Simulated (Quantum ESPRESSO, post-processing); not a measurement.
# 1T-HfO2, 1 layer: a series in biaxial strain, part 2 of 2

What law, if any, do the results for 1T-HfO2, 1 layer follow against biaxial strain?

Quantum ESPRESSO 7.5; plane-wave DFT, PBE, GBRV ultrasoft pseudopotentials.

So far. Step 6 (Bands along a path, -4 %): Along this path the valence top lies between K and Γ and the conduction bottom at M. Step 7 (Relaxation with pw.x, -3 %): The relaxation lowers the energy by 14 meV an atom.

## (9) Relaxation with pw.x, 3 % (continued)

Relaxation path:

| step | energy less that of the first step (eV) | largest force (eV/Å) |
| --- | --- | --- |
| 1 | 0.0000 | 0.6844 |
| 2 | -0.0163 | 0.4733 |
| 3 | -0.0273 | 0.2375 |
| 4 | -0.0310 | 0.0035 |
| 5 | -0.0310 | 0.0001 |

The atoms that moved most (Å):

| atom | dx | dy | dz | length |
| --- | --- | --- | --- | --- |
| O3 | 0.000 | 0.000 | -0.045 | 0.045 |
| O1 | 0.000 | 0.000 | 0.045 | 0.045 |

The relaxed structure:

```xyz
3
Lattice="3.3439 0.0000 0.0000 -1.6720 2.8959 0.0000 0.0000 0.0000 17.5186" Properties=species:S:1:pos:R:3
O     1.6720    0.9653    7.8381
Hf    0.0000    0.0000    8.7593
O     0.0000    1.9306    9.6805
```

The relaxation lowers the energy by 10 meV an atom.

Numbers from this step:

* free energy: -3047.5908 eV
* Fermi energy: -3.076 eV

## (10) Ground state, 3 %

Contents of m7.scf.in:

```
&control
  prefix = 'm7.scf'
  outdir = './out'
  pseudo_dir = './pseudo'
  calculation = 'scf'
  tprnfor = .true.
/
&system
  ibrav = 0
  nat = 3
  ntyp = 2
  ecutwfc = 40
  ecutrho = 200
  occupations = 'smearing'
  smearing = 'fd'
  degauss = 0.002
  nbnd = 16
/
&electrons
  conv_thr = 1e-09
  mixing_beta = 0.4
  electron_maxstep = 120
  mixing_mode = 'plain'
/
ATOMIC_SPECIES
  O   15.9990  o_pbe_v1.2.uspp.F.UPF
  Hf  178.4900  hf_pbe_v1.uspp.F.UPF
CELL_PARAMETERS angstrom
  3.34391751271000 0.00000000000000 0.00000000000000
  -1.67195875687000 2.89591751406000 0.00000000000000
  0.00000000000000 0.00000000000000 17.51859087600000
ATOMIC_POSITIONS crystal
  O   0.666666666700 0.333333333300 0.447415754100
  Hf  0.000000000000 0.000000000000 0.500000000000
  O   0.333333333300 0.666666666700 0.552584245900
K_POINTS automatic
  12 12 1 0 0 0
```

Launch:

```
$ OMP_NUM_THREADS=1 mpirun -n 4 pw.x -nk 4 -in m7.scf.in > m7.scf.out
```

Wall time 17 s (4 MPI ranks of Intel Xeon Platinum 8259CL at 2.50GHz (Skylake/Cascade Lake), shared host); peak memory 0.72 GiB.

Numbers from this step:

```
free energy                          : -3047.5768 eV
Fermi energy                         : -3.084 eV
valence top, on the run's zero       : -3.857 eV
conduction bottom, on the run's zero : 0.7789 eV
gap by band count                    : 4.636 eV
```

## (11) Relaxation with pw.x, 4 %

Contents of m8.relax.in:

```
&control
  prefix = 'm8.relax'
  outdir = './out'
  pseudo_dir = './pseudo'
  nstep = 40
  forc_conv_thr = 0.0003
  calculation = 'relax'
  tstress = .true.
/
&system
  ibrav = 0
  nat = 3
  ntyp = 2
  ecutwfc = 50
  ecutrho = 250
  occupations = 'smearing'
  smearing = 'fd'
  degauss = 0.002
/
&electrons
  conv_thr = 1e-09
  mixing_beta = 0.4
  electron_maxstep = 120
  mixing_mode = 'plain'
/
&ions
/
ATOMIC_SPECIES
  O   15.9990  o_pbe_v1.2.uspp.F.UPF
  Hf  178.4900  hf_pbe_v1.uspp.F.UPF
CELL_PARAMETERS angstrom
  3.37638273128000 0.00000000000000 0.00000000000000
  -1.68819136616000 2.92403321808000 0.00000000000000
  0.00000000000000 0.00000000000000 17.51859087600000
ATOMIC_POSITIONS crystal
  O   0.666666666700 0.333333333300 0.444849503100
  Hf  0.000000000000 0.000000000000 0.500000000000
  O   0.333333333300 0.666666666700 0.555150496900
K_POINTS automatic
  12 12 1 0 0 0
```

Launch:

```
$ OMP_NUM_THREADS=1 mpirun -n 4 pw.x -nk 4 -in m8.relax.in > m8.relax.out
```

Wall time 2.2 min (4 MPI ranks); peak memory 0.97 GiB; 8.7 min of CPU time.

Relaxation path:

| step | energy less that of the first step (eV) | largest force (eV/Å) |
| --- | --- | --- |
| 1 | 0.0000 | 0.8708 |
| 2 | -0.0266 | 0.6145 |
| 3 | -0.0452 | 0.3274 |
| 4 | -0.0525 | 0.0057 |
| 5 | -0.0525 | 0.0001 |

The atoms that moved most (Å):

| atom | dx | dy | dz | length |
| --- | --- | --- | --- | --- |
| O1 | 0.000 | 0.000 | 0.060 | 0.060 |
| O3 | 0.000 | 0.000 | -0.060 | 0.060 |

The relaxed structure:

```xyz
3
Lattice="3.3764 0.0000 0.0000 -1.6882 2.9240 0.0000 0.0000 0.0000 17.5186" Properties=species:S:1:pos:R:3
O     1.6882    0.9747    7.8529
Hf    0.0000    0.0000    8.7593
O     0.0000    1.9494    9.6657
```

The relaxation lowers the energy by 17 meV an atom.

This step gave:

- free energy: -3047.5175 eV
- Fermi energy: -1.098 eV

## (12) Ground state, 4 %

Contents of m8.scf.in:

```
&control
  prefix = 'm8.scf'
  outdir = './out'
  pseudo_dir = './pseudo'
  calculation = 'scf'
  tprnfor = .true.
/
&system
  ibrav = 0
  nat = 3
  ntyp = 2
  ecutwfc = 40
  ecutrho = 200
  occupations = 'smearing'
  smearing = 'fd'
  degauss = 0.002
  nbnd = 16
/
&electrons
  conv_thr = 1e-09
  mixing_beta = 0.4
  electron_maxstep = 120
  mixing_mode = 'plain'
/
ATOMIC_SPECIES
  O   15.9990  o_pbe_v1.2.uspp.F.UPF
  Hf  178.4900  hf_pbe_v1.uspp.F.UPF
CELL_PARAMETERS angstrom
  3.37638273128000 0.00000000000000 0.00000000000000
  -1.68819136616000 2.92403321808000 0.00000000000000
  0.00000000000000 0.00000000000000 17.51859087600000
ATOMIC_POSITIONS crystal
  O   0.666666666700 0.333333333300 0.448259319300
  Hf  0.000000000000 0.000000000000 0.500000000000
  O   0.333333333300 0.666666666700 0.551740680700
K_POINTS automatic
  12 12 1 0 0 0
```

Launch:

```
$ OMP_NUM_THREADS=1 mpirun -n 4 pw.x -nk 4 -in m8.scf.in > m8.scf.out
```

Run time: 23 s. Hardware: 4 MPI ranks; peak memory 0.62 GiB; 90 s of CPU time.

Numbers from this step:

```
free energy                          : -3047.5036 eV
Fermi energy                         : -1.105 eV
valence top, on the run's zero       : -3.833 eV
conduction bottom, on the run's zero : 0.6591 eV
gap by band count                    : 4.492 eV
```

## (13) The series side by side

The series in one table, energies over the lowest:

| biaxial strain | energy (eV) | gap along the path (eV) | upper vacuum level over the valence top of the mesh (eV) | lower vacuum level over that top (eV) |
| --- | --- | --- | --- | --- |
| -4 % | 0.1989 | 4.798 | 8.295 | 8.295 |
| -3 % | 0.1097 | 4.852 | 8.193 | 8.193 |
| -2 % | 0.0477 | 4.888 | 8.088 | 8.088 |
| -1 % | 0.0115 | 4.909 | 7.984 | 7.984 |
| 0 % | 0.0000 | 4.915 | 7.88 | 7.88 |
| 1 % | 0.0114 | 4.905 | 7.777 | 7.777 |
| 2 % | 0.0446 | 4.786 | 7.676 | 7.676 |
| 3 % | 0.0987 | 4.636 | 7.577 | 7.577 |
| 4 % | 0.1720 | 4.492 | 7.478 | 7.478 |

## (14) The arithmetic

A parabola through the energies within ±2 % has E = 115.61 eV × ε² -0.063 eV × ε; for the curvature, over A = 9.128 Å² this is 115.61 × 1/9.128 × 16.02 = 203 N/m.

## (15) Outcome

```yaml
c11_c12: 203 N/m
gap_along_the_path_at_minus_4_and_at_4: 4.80, 4.49 eV
upper_vacuum_level_over_the_valence_top_of_the_mesh_at_minus_4_and_at_4: 8.30, 7.48 eV
lower_vacuum_level_over_that_top_at_minus_4_and_at_4: 8.30, 7.48 eV
```

What this shows: The series holds 9 members; C11 + C12: 203 N/m (PBE, GBRV ultrasoft). The energy is lowest near zero strain. From -4 % to 4 % the gap along the path goes from 4.80 to 4.49 eV by way of 4.91 at 0 %. From -4 % to 4 % the upper vacuum level over the valence top of the mesh falls from 8.30 to 7.48 eV. From -4 % to 4 % the lower vacuum level over that top falls from 8.30 to 7.48 eV. Semilocal gaps are too small; the 1×1 cell can't ripple over many cells under compression as a free sheet would. No spin-orbit coupling.

[Logs are printed without paths, hosts, clocks, repeated set-up lines and the standing remarks that a program may print on its own settings, such as how far it seeks lower states.]

[Hosts, paths, dates, database ids (printed as entryN), source tags and the programs' standing remarks are cut or masked in the printed files.]

[Maps of the electrostatic potential energy from Ansatz leave out the sawtooth potential of an applied field or a dipole correction, so their vacuum need not be flat; planar profiles and work functions include it.]
